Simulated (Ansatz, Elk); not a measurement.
# BaSb2Os2: X-ray structure factors from the self-consistent density

Structure refinements treat a crystal as free atoms side by side. For a made-up structure of BaSb2Os2 (cell and positions from a r2SCAN relaxation) the runs below show what the calculated density changes in F(hkl).

Calculated with Elk 11.2.3 (patched build); DFT, PBE, all-electron APW+lo, Dirac cores, scalar-relativistic bands, static density, no spin.

This account leaves out most program logs.

The structure was built from a prototype and need not be the compound's stable phase.

### 1. Set-up

The structure is tetragonal, space group I4/mmm (No. 139). The conventional cell has a = 4.448 Å, b = 4.448 Å, c = 12.536 Å, α = 90.00°, β = 90.00°, γ = 90.00°. Nearest to Os lie 4 Sb at 2.59 Å and 4 Os at 3.15 Å and 4 Ba at 3.84 Å. Nearest to Ba lie 8 Sb at 3.62 Å and 8 Os at 3.84 Å. Sb has 4 Os at 2.59 Å and 1 Sb at 3.60 Å and 4 Ba at 3.62 Å nearest. Farther neighbours are not listed.

### 2. Ground state and structure factors

An all-electron density is needed, since X-rays see the cores too. Task 0 finds the density and task 195 Fourier-transforms it; tshift is off so that phases refer to the origin typed.

Contents of elk.in:

```
tasks
  0
  195

xctype
  20

spinpol
  .false.

rgkmax
  7.0

gmaxvr
  14.0

lmaxo
  7

lmaxapw
  8

swidth
  0.002

tshift
  .false.

ramdisk
  .false.

hmaxvr
  5.5

maxscl
  120

epspot
  1e-06

sppath
  './'

avec
  -4.20266868283 4.20266868283 11.84481647653
  4.20266868283 -4.20266868283 11.84481647653
  4.20266868283 4.20266868283 -11.84481647653

atoms
  3
  'Os.in'
  2
  0.7500000000 0.2500000000 0.5000000000   0.000000 0.000000 0.000000
  0.2500000000 0.7500000000 0.5000000000   0.000000 0.000000 0.000000
  'Ba.in'
  1
  0.0000000000 0.0000000000 -0.0000000000   0.000000 0.000000 0.000000
  'Sb.in'
  2
  0.3562619533 0.3562619533 0.0000000000   0.000000 0.000000 0.000000
  0.6437380467 0.6437380467 0.0000000000   0.000000 0.000000 0.000000

ngridk
  7 7 7
```

Launch:

```
OMP_NUM_THREADS=4 elk
```

It took 72 s on 4 threads of Arm Neoverse V2, shared host; peak memory 0.32 GiB.

SFACRHO.OUT:

```text

h k l indices transformed by vhmat matrix:
   1.000000000       0.000000000       0.000000000    
   0.000000000       1.000000000       0.000000000    
   0.000000000       0.000000000       1.000000000    

      h      k      l  multipl.   |H|            Re(F)            Im(F)           |F|

      0      0      0      1   0.0000000       310.00000      0.19930568E-16   310.00000    
      1      1     -1      2  0.53045865      -116.79431     -0.17420080E-13   116.79431    
     -1      0      0      8  0.79318197      -7.0890321      -0.0000000       7.0890321    
      1     -1      0      4   1.0571576     -0.64884286     -0.13326076E-15  0.64884286    
      2      2     -2      2   1.0609173       104.35143      0.31936813E-13   104.35143    
     -2     -1      1      8   1.0917465       125.30038      -0.0000000       125.30038    
     -1     -1      0      8   1.1827800       158.28474      0.11613386E-13   158.28474    
     -1      1      1      4   1.4950465       246.42451     -0.13851995E-13   246.42451    
     -2     -2      1      8   1.4977074      -151.67000      0.14516733E-13   151.67000    
     -2     -3      2      8   1.5223192       58.025791      -0.0000000       58.025791    
      0      2     -2      8   1.5863639      -98.319092     -0.29033466E-13   98.319092    
     -3     -3      3      2   1.5913759      -29.923233     -0.63873625E-13   29.923233    
     -2      1      1     16   1.6924248      -5.6125004      -0.0000000       5.6125004    
     -3     -1      3      8   1.8332238       91.681508     -0.95810438E-13   91.681508    
     -3      0      2     16   1.8512360       105.98779      -0.0000000       105.98779    
     -4     -2      3      8   1.9105129       201.60344     -0.46453546E-13   201.60344    
     -4     -3      4      8   2.0014430      -32.139610     -0.18145916E-15   32.139610    
      2     -2      0      4   2.1143151       218.07226      0.50436170E-16   218.07226
```

Elk indexes on the primitive cell of elk.in and gives |H| = 4π sin θ/λ in inverse bohr. Below, one row stands for each form hkl of the conventional cell (m members, Friedel mates merged), F is for one primitive cell and the density is static (no thermal factor). Free-atom factors are Waasmaier and Kirfel's, and R is Σm||F|−|F'||/Σm|F|.

| hkl | m | sin θ/λ (Å⁻¹) | abs F, DFT | neutral atoms | diff. |
| --- | --- | --- | --- | --- | --- |
| 002 | 2 | 0.080 | 116.794 | 116.583 | +0.211 |
| 101 | 8 | 0.119 | 7.089 | 7.158 | -0.069 |
| 110 | 4 | 0.159 | 0.649 | 0.551 | +0.098 |
| 004 | 2 | 0.160 | 104.351 | 104.477 | -0.126 |
| 103 | 8 | 0.164 | 125.300 | 125.297 | +0.003 |
| 112 | 8 | 0.178 | 158.285 | 158.137 | +0.148 |
| 200 | 4 | 0.225 | 246.424 | 246.769 | -0.345 |
| 114 | 8 | 0.225 | 151.670 | 152.093 | -0.423 |
| 105 | 8 | 0.229 | 58.026 | 58.094 | -0.069 |
| 202 | 8 | 0.239 | 98.319 | 98.679 | -0.359 |
| 006 | 2 | 0.239 | 29.923 | 30.320 | -0.397 |
| 211 | 16 | 0.255 | 5.612 | 5.696 | -0.083 |
| 204 | 8 | 0.276 | 91.681 | 91.962 | -0.280 |
| 213 | 16 | 0.278 | 105.988 | 106.210 | -0.222 |
| 116 | 8 | 0.287 | 201.603 | 202.017 | -0.414 |
| 107 | 8 | 0.301 | 32.140 | 32.236 | -0.097 |
| 220 | 4 | 0.318 | 218.072 | 218.457 | -0.385 |
| 008 | 2 | 0.319 | 189.224 | 189.718 | -0.494 |
| 215 | 16 | 0.321 | 51.111 | 50.957 | +0.154 |
| 222 | 8 | 0.328 | 88.806 | 89.113 | -0.307 |
| 206 | 8 | 0.328 | 28.760 | 28.951 | -0.191 |
| 301 | 8 | 0.340 | 5.023 | 4.933 | +0.090 |

### 3. The highest occupied states alone

An energy window below the Fermi level keeps the highest occupied states, to see at which angles they scatter; shallow core shells can lie inside it and anion s states outside. No new self-consistency is needed.

elk.in, as its differences from that of step 2:

```diff
@@ -1,3 +1,2 @@
 tasks
-  0
   195
@@ -40,2 +39,5 @@
 
+wsfac
+  -0.041020 0.626470
+
 sppath
```

Launch:

```
OMP_NUM_THREADS=4 elk
```

The job ended after 17 s (4 threads; peak memory 0.18 GiB; 22 s of CPU time).

States within 10 eV below the Fermi level hold 26.10 electrons; any levels below the window count with the cores, and a count that is not whole means the window cuts a band. Their amplitudes can exceed the total, where window and core parts have opposite phase:

| hkl | sin θ/λ (Å⁻¹) | abs F, window | abs F, all |
| --- | --- | --- | --- |
| 002 | 0.080 | 13.090 | 116.794 |
| 101 | 0.119 | 2.037 | 7.089 |
| 110 | 0.159 | 4.805 | 0.649 |
| 004 | 0.160 | 4.624 | 104.351 |
| 103 | 0.164 | 1.359 | 125.300 |
| 112 | 0.178 | 5.303 | 158.285 |
| 200 | 0.225 | 3.046 | 246.424 |
| 114 | 0.225 | 2.789 | 151.670 |
| 105 | 0.229 | 0.124 | 58.026 |
| 202 | 0.239 | 2.197 | 98.319 |

### 4. Another functional

The difference from free atoms is small, so it is set against the change that LDA (Perdew-Wang) makes.

elk.in, as its differences from that of step 3:

```diff
@@ -1,2 +1,3 @@
 tasks
+  0
   195
@@ -4,3 +5,3 @@
 xctype
-  20
+  3
 
@@ -39,5 +40,2 @@
 
-wsfac
-  -0.041020 0.626470
-
 sppath
```

Launch:

```
OMP_NUM_THREADS=4 elk
```

Run time: 42 s. Hardware: 4 threads; peak memory 0.24 GiB; 2.2 min of CPU time.

Against the first run R = 0.02 %; the largest change is -0.042 at 314.

### 5. A coarser k-mesh

About half the k-points along each axis test the sampling.

elk.in, as its differences from that of step 4:

```diff
@@ -5,3 +5,3 @@
 xctype
-  3
+  20
 
@@ -63,2 +63,2 @@
 ngridk
-  7 7 7
+  4 4 4
```

Launch:

```
OMP_NUM_THREADS=4 elk
```

Wall time 41 s (4 threads); peak memory 0.31 GiB; 97 s of CPU time.

Against the first run R = 0.00 %; the largest change is -0.012 at 110.

### 6. Settings against the effect

| run | R against the first run (%) | R against neutral atoms, low angle (%) | wall time |
| --- | --- | --- | --- |
| PBE, rgkmax 7 | 0.00 | 0.21 | 72 s |
| LDA (Perdew-Wang) | 0.02 | 0.22 | 42 s |
| k-mesh 4×4×4 | 0.00 | 0.21 | 41 s |

### 7. Results

```json
{"R against neutral atoms, sin θ/λ < 0.3 Å⁻¹": "0.21 %", "R against neutral atoms, 0.3 to 0.72 Å⁻¹": "0.15 %"}
```

Independent neutral atoms miss the calculated amplitudes by R = 0.21 % below 0.3 Å⁻¹ and 0.15 % from there to 0.72 Å⁻¹; by shells, 0.34 % below 0.15 Å⁻¹ (2 forms), 0.21 % 0.15 to 0.3 (13 forms), 0.14 % 0.3 to 0.45 (26 forms), 0.15 % above 0.45 (108 forms). Bonding, aspherical density and the tables' own atoms all enter these figures, and the runs don't part them. The largest change of an amplitude is -0.49 electrons, at 008. The window's part falls from 26.1 electrons at the origin to at most 0.60 between 0.45 and 0.72 Å⁻¹. Below 0.3 Å⁻¹ the changes that finished (LDA (Perdew-Wang) and k-mesh 4×4×4) move F by R = 0.01 % at most, against the 0.21 % that separates it from free atoms. The basis has no finished test. These runs have no spin, though d or f shells may be open. Spin-orbit coupling is left out, which can matter for elements this heavy. Part of the difference isn't bonding: the tables are fits to free atoms and ions calculated by other methods than this functional. Thermal motion, anomalous dispersion and extinction are left out.

[Logs are printed without paths, hosts, clocks, repeated set-up lines and the standing remarks that a program may print on its own settings, such as how far it seeks lower states.]

[Hosts, paths, dates, database ids (printed as entryN), source tags and the programs' standing remarks are cut or masked in the printed files.]
